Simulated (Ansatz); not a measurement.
# CdC2 (built on the sites of a database entry of MgC2): following an unstable mode, part 3 of 3

Which phase does CdC2 (built on the sites of a database entry of MgC2) fall into along its unstable mode, and how much energy does it gain?

Ansatz 0.2.0; DFT PBE, scalar-relativistic, plane waves, norm-conserving pseudopotentials.

So far. Step 5 (Energy along the mode, all amplitudes (two of the runs …): The lowest of the steps tried is at 0.22 Å, 1.95 meV/atom below the parent; the bottom of the well need not coincide with a step. Step 7 (The new phase in its own primitive cell): The largest force component left is 0.13 meV/Å and the pressure is 0.000 GPa, within the tolerances set. The cell now holds 15.51 Å³/atom. The relaxed cell has a, b, c = 5.920, 3.965, 3.964 Å (conventional setting).

The structure was built from a prototype and need not be the compound's stable phase.

## Step 8: Modes of the new phase, k-mesh 4×6×6

A relaxed structure may still be a saddle point, so its zone-centre modes are computed. The response to a homogeneous field gives the Born charges and the dielectric tensor.

File input.yaml:

```yaml
crystal:
  lattice:
    - [5.9201331756, 0.0, 0.0]
    - [0.0, 3.9645352047, 0.0]
    - [0.0, 0.0, 3.9644256359]
  atoms:
    - { symbol: Cd, position: [0.0, 0.2825510486, 0.4838097229] }
    - { symbol: Cd, position: [0.5, 0.7174489514, 0.9838097229] }
    - { symbol: C, position: [0.0, 0.8433702271, 0.1479107551] }
    - { symbol: C, position: [0.5, 0.1566297729, 0.6479107551] }
    - { symbol: C, position: [0.0, 0.6196974063, 0.9242087752] }
    - { symbol: C, position: [0.5, 0.3803025937, 0.4242087752] }
kpoints:
  mp_grid: { grid: [4, 6, 6] }
hamiltonian:
  xc: pbe
  pseudopotentials: { kind: nc }
scf:
  occupations: { method: fixed }
output:
  eigenvalues: true
phonons:
  method: dfpt
  dielectric: true
  rigid_motions: translations
```

On the command line:

```sh
$ ansatz run input.yaml --threads 8 --pin off --max-ram 14336MiB --backend cpu --events-out ev --progress --plain --runs-dir out
```

Numbers of over 12 decimals in the logs are rounded to 6 here.

What it wrote:

```text
[...]
Crystal: 6 atoms, lattice volume = 93.047 Å³
Basis set: ecut = 1115.666836 eV, 7845 PW (Γ), exchange–correlation on 144×90×96 points (8 copies of the dense FFT grid, shifted against one another)
Bands: 34, of which v1, the nominal top of the filled ones, is band 28 counted from 1 (27 counted from 0)
Symmetry: 4 space group operations
k-points: 76 of 144 (irreducible under 1 space group operation, time reversal used)
[...]
SCF iter   1: F=—  HF=-10187.751787 eV  |F-HF|=—  |Δ(HF+E_count)|=         —  Δρ=9.79e-2  dr2=9.23e0  ethr=3.10e-3  ⟨swp⟩=5.0  Hψ=10103  notcnv=0  defer=270
[...]
SCF iter  11: F=-10184.477212 eV  HF=-10184.477212 eV  |F-HF|=2.18e-11  |Δ(HF+E_count)|=  7.97e-10  Δρ=1.81e-7  dr2=3.03e-11  ethr=1.00e-12  ⟨swp⟩=17.4  Hψ=23267  notcnv=0
SCF 1 converged in 11 iterations: F = -10184.477212 eV  dr2 = 3.03e-11
DFPT response loops at Γ: preconditioner auto → Resta (q_TF=auto, 2.507 Å⁻¹)  ε∞=4.2 (no band partly filled); β = 1.00, the filter's whole step (`scf.mixing.beta` (0.50) is not read by the response loops at its default; to damp them type it under 1.00, their step now; it binds the ground state too); Broyden in place of MSR1
── the response to a field inside a basis, on 4×6×6 k-points: an SCF that follows is theirs, and a resumed run solves both again ──
Bands: 29, of which v1, the nominal top of the filled ones, is band 28 counted from 1 (27 counted from 0)
k-points: 18 of 144 (time reversal used)
[...]
Eigensolver: Dense (18 Hₖ)
SCF iter   1: F=—  HF=-10184.415311 eV  |F-HF|=—  |Δ(HF+E_count)|=         —  Δρ=4.20e-4  dr2=1.75e-5  ethr=1.00e-1
[...]
SCF iter   4: F=-10184.415367 eV  HF=-10184.415367 eV  |F-HF|=6.80e-9  |Δ(HF+E_count)|=   7.30e-8  Δρ=4.49e-6  dr2=8.48e-9  ethr=1.97e-10
SCF 1 converged in 4 iterations: F = -10184.415367 eV  dr2 = 8.48e-9
[...]
SCF converged after 11 iterations
Free energy (F): -10184.477212 eV
[...]
Internal energy: -10184.477212 eV  (E = F + TS)
E sigma→0 (E₀):  -10184.477212 eV
Fermi energy:    6.924997 eV
[...]
--- Band table (eV; the first three rows and the last of 76) ---
  k-point 0: bands = [... 24 lower, 4.5020, 5.8692, 5.9275, 5.9695, 10.5548, 11.7073, 12.8800, 12.9639, ... 2 higher]
  k-point 1: bands = [... 24 lower, 4.6545, 5.9179, 6.0173, 6.0568, 10.8549, 11.7741, 12.3760, 12.6218, ... 2 higher]
  k-point 2: bands = [... 24 lower, 5.0112, 5.6578, 6.0953, 6.1450, 11.3157, 11.6691, 11.7277, 11.9816, ... 2 higher]
  k-point 75: bands = [... 24 lower, 4.3553, 4.3553, 6.6933, 6.6933, 11.8332, 11.8332, 12.0055, 12.0055, ... 2 higher]
--- Phonons (Γ-DFPT): 9 representative perturbations + reference, on 76 of 144 k-points (Σ response iterations 30) ---
  k mesh reduced under 1 symmetry operation, with k and −k counted as one. Each operation leaves every solved perturbation unchanged. A smaller set is not considered because the run solves the response to a homogeneous field
  ASR residual: 4.619e-4 → 0.000e0 eV/Å²; symmetrization residual: 3.541e-6 eV/Å²
  ASR residual per site (eV/Å²): 4.62e-4 4.62e-4 4.29e-5 4.29e-5 4.35e-5 4.35e-5
[...]
ε∞ (high-frequency dielectric tensor):
        4.140038    -0.000000    -0.000000
       -0.000000     5.059310    -0.000000
       -0.000000    -0.000000     5.075403
  softest optical mode at Γ: -58.76 cm⁻¹; the repairs (sum rule, projections) moved no ω² at Γ by more than (1.72 cm⁻¹)²
  Born effective charges Z* (e; rows j = field, columns β = displacement):
    site 0:
         2.28696   -0.00000   -0.00000
        -0.00000    2.26728   -0.10718
        -0.00000   -0.11056    2.28019
    site 1:
         2.28696   -0.00000   -0.00000
        -0.00000    2.26728    0.10718
        -0.00000    0.11056    2.28019
    site 2:
        -1.08608   -0.00000    0.00000
        -0.00000   -0.95971    0.21880
         0.00000   -0.01557   -1.30152
    site 3:
        -1.08608    0.00000    0.00000
         0.00000   -0.95971   -0.21880
         0.00000    0.01557   -1.30152
    site 4:
        -1.20089    0.00000    0.00000
        -0.00000   -1.30757   -0.02402
         0.00000    0.21275   -0.97867
    site 5:
        -1.20089    0.00000    0.00000
         0.00000   -1.30757    0.02402
         0.00000   -0.21275   -0.97867
  Z* charge neutrality: 3.528e-3 e pre-enforcement
  solved inside a basis spanned on kpoints, on 4×6×6 k-points, its susceptibility summed on 6×10×10: ε∞ is read to err by 1.7e-2, Z* by 2.4e-2 e (field_mesh: kpoints solves on kpoints); Z* is corrected for what the basis lacks
  optical modes at Γ without the LO–TO term, one row a degenerate level:
      ω (cm⁻¹)  modes    IR ((D/Å)²/amu)
        -58.76      1            12.2183
         45.83      1             0.0000
         50.36      1             0.1528
         52.46      1             0.1361
        137.05      1             7.3184
        137.53      1             7.1515
        257.34      1             0.0000
        260.95      1             0.0000
        288.29      1             0.0000
        367.34      1             1.2242
        373.13      1             1.4495
        443.96      1             3.5452
        445.56      1             3.3730
       1922.63      1             0.2602
       1923.93      1             0.2971
  optical modes at Γ + LO–TO along q̂ = [1.0000, 0.0000, 0.0000]:
      ω (cm⁻¹)  modes    IR ((D/Å)²/amu)
         45.83      1             0.0000
         50.36      1             0.1528
         52.46      1             0.1361
        137.05      1             7.3184
[...]
optical modes at Γ + LO–TO along q̂ = [0.0000, 1.0000, 0.0000]:
      ω (cm⁻¹)  modes    IR ((D/Å)²/amu)
[...]
optical modes at Γ + LO–TO along q̂ = [0.0000, 0.0000, 1.0000]:
      ω (cm⁻¹)  modes    IR ((D/Å)²/amu)
[...]
52.47      1             0.0149
        137.53      1             7.1515
        217.71      1             5.2539
        257.34      1             0.0000
        260.95      1             0.0000
        288.29      1             0.0000
        373.13      1             1.4495
        374.74      1             1.1632
        445.56      1             3.3730
        466.95      1             5.8005
       1922.94      1             0.2684
       1923.93      1             0.2971
```

Wall time 87 s (8 threads of Intel Xeon 6975P-C (Granite Rapids), shared host); peak memory 4.1 GiB; 11 min of CPU time.

This step gave:

```yaml
sum_rule_residual_before_enforcement: 4.62e-4 eV/Å²
miss_of_the_charge_sum_rule: 0.003528 e
estimated_error_of_the_dielectric_tensor: 0.01652
estimated_error_of_the_born_charges: 0.02399 e
point_group: mm2
highest_optical_mode_at_the_zone_centre_no_lo_to_term: 1924 cm⁻¹
lowest_optical_zone_centre_mode: -58.76 cm⁻¹
mean_high_frequency_dielectric_constant: 4.758
largest_born_charge_third_of_the_trace: 2.278 e
top_of_the_zone_centre_spectrum_with_the_field: 1924 cm⁻¹
```

Without the LO-TO term. Patterns of degenerate modes are one choice out of their space. The modes at Γ (shares of kinetic energy by element, %) (negative means imaginary):

| mode | frequency (cm⁻¹) | symmetry | Cd % | C % |
| --- | --- | --- | --- | --- |
| 1 | -58.8 | B1 | 18 | 82 |
| 2 | 0.0 | acoustic | 82 | 18 |
| 3 | 0.0 | acoustic | 82 | 18 |
| 4 | 0.0 | acoustic | 82 | 18 |
| 5 | 45.8 | A2 | 98 | 2 |
| 6 | 50.4 | A1 | 90 | 10 |
| 7 | 52.5 | B2 | 90 | 10 |
| 8 | 137.1 | A1 | 11 | 89 |
| 9 | 137.5 | B2 | 11 | 89 |
| 10 | 257.3 | A2 | 0 | 100 |
| 11 | 260.9 | B1 | 0 | 100 |
| 12 | 288.3 | A2 | 2 | 98 |
| 13 | 367.3 | A1 | 4 | 96 |
| 14 | 373.1 | B2 | 4 | 96 |
| 15 | 444.0 | A1 | 13 | 87 |
| 16 | 445.6 | B2 | 13 | 87 |
| 17 | 1922.6 | A1 | 0 | 100 |
| 18 | 1923.9 | B2 | 0 | 100 |

Displacements in mode 1 (-58.8 cm⁻¹), the largest set to 1:
```
Cd1 -0.20  0.00  0.00
Cd2 -0.20  0.00  0.00
C3   0.90  0.00  0.00
C4   0.90  0.00  0.00
C5   1.00  0.00  0.00
C6   1.00  0.00  0.00
```

Displacements in mode 18 (1923.9 cm⁻¹), the largest set to 1:
```
Cd1  0.00  0.00  0.00
Cd2  0.00  0.00  0.00
C3   0.00  1.00  0.98
C4   0.00  1.00 -0.98
C5   0.00 -0.98 -1.00
C6   0.00 -0.98  1.00
```

Optical modes at the zone centre, without and with the macroscopic field of the longitudinal modes; each column is sorted by frequency, so a row need not hold one and the same mode. Modes with and without the field, by row:

| rank among optical modes | no field (cm⁻¹) | q along (1, 0, 0) (cm⁻¹) | q along (0, 1, 0) (cm⁻¹) | q along (0, 0, 1) (cm⁻¹) |
| --- | --- | --- | --- | --- |
| 1 | -58.8 | 45.8 | -58.8 | -58.8 |
| 2 | 45.8 | 50.4 | 45.8 | 45.8 |
| 3 | 50.4 | 52.5 | 50.4 | 52.5 |
| 4 | 52.5 | 137.1 | 54.3 | 52.5 |
| 5 | 137.1 | 137.5 | 137.1 | 137.5 |
| 6 | 137.5 | 253.4 | 216.5 | 217.7 |
| 7 | 257.3 | 257.3 | 257.3 | 257.3 |
| 8 | 260.9 | 260.9 | 260.9 | 260.9 |
| 9 | 288.3 | 288.3 | 288.3 | 288.3 |
| 10 | 367.3 | 367.3 | 367.3 | 373.1 |
| 11 | 373.1 | 373.1 | 381.6 | 374.7 |
| 12 | 444 | 444 | 444 | 445.6 |
| 13 | 445.6 | 445.6 | 467.8 | 466.9 |
| 14 | 1923 | 1923 | 1923 | 1923 |
| 15 | 1924 | 1924 | 1924 | 1924 |

Born charge (rows field, columns displacement) (e), principal values of the symmetric part by kind of site:

| atom | atoms with these values | low | middle | high | mean |
| --- | --- | --- | --- | --- | --- |
| Cd1 | 2 | 2.16 | 2.29 | 2.38 | 2.28 |
| C3 | 2 | -1.33 | -1.09 | -0.93 | -1.12 |
| C5 | 2 | -1.33 | -1.20 | -0.95 | -1.16 |

In full for Cd1:

```
 2.29  0.00  0.00
 0.00  2.27 -0.11
 0.00 -0.11  2.28
```

High-frequency dielectric tensor:

```
4.14 0.00 0.00
0.00 5.06 0.00
0.00 0.00 5.08
```

Transverse modes; imaginary modes are left out. Infrared lines, with heights relative to the strongest:

| position (cm⁻¹) | relative intensity |
| --- | --- |
| 46 | 0.0 |
| 50 | 2.1 |
| 52 | 1.9 |
| 137 | 100 |
| 138 | 98 |
| 257 | 0.0 |
| 261 | 0.0 |
| 288 | 0.0 |
| 367 | 17 |
| 373 | 20 |
| 444 | 48 |
| 446 | 46 |
| 1923 | 3.6 |
| 1924 | 4.1 |

Before it was imposed, the acoustic sum rule was missed by 4.6e-4 eV/Å² and the charge sum rule by 0.0035 e. Small misses are needed for a sound result but don't prove that mesh and cutoff are converged. The lowest optical mode is imaginary, 58.8i cm⁻¹, so the energy falls along it.

## Step 9: Summary of results

```
unstable mode of the parent                                                      : q = (0, 0, 0), 80i cm⁻¹
depth at the lowest point sampled                                                : 1.95 meV/atom
largest atomic shift at that point                                               : 0.22 Å
space group reached (within 0.01 Å)                                              : Pmn2_1
energy gained over the parent (first relaxation, on the mesh of the frozen mode) : 3.94 meV/atom
volume per atom, phase reached                                                   : 15.5 Å³
gap on the k-mesh, phase reached                                                 : 3.43 eV
lowest optical zone-centre mode, phase reached                                   : -58.8 cm⁻¹
highest optical mode at the zone centre (no LO-TO term), phase reached           : 1924 cm⁻¹
```

**Reading.** Along this mode the structure falls into Pmn2_1, 3.94 meV/atom below the parent. At the parent's cell the well is 1.945 meV/atom deep on the steps tried, with its lowest point at a shift of 0.22 Å. Relaxing atoms and cell changes the gain by +2.00 meV/atom against the lowest step (energies at zero smearing). The new phase still has an imaginary mode at the zone centre of its cell, so it is a saddle point on the way to a lower structure. Of the 4 patterns followed to their end from this parent, this one reaches the lowest energy. Another end point lies within 1 meV/atom; how such a difference moves with mesh and cutoff was not tested. Each path keeps the symmetry of its pattern, so a lower phase may lie along a pattern not tried. The q mesh stands for a supercell only 7.9 Å across, so branches between the solved wavevectors are rough. The program warns that the interpolation holds no quadrupole term, so branches close to Γ can be off in this crystal. The starting cell was built on a prototype and not taken from a measurement, so the phase need not exist.

[Logs are printed without paths, hosts, clocks, repeated set-up lines and the standing remarks that a program may print on its own settings, such as how far it seeks lower states.]

[Hosts, paths, dates, database ids (printed as entryN), source tags and the programs' standing remarks are cut or masked in the printed files.]
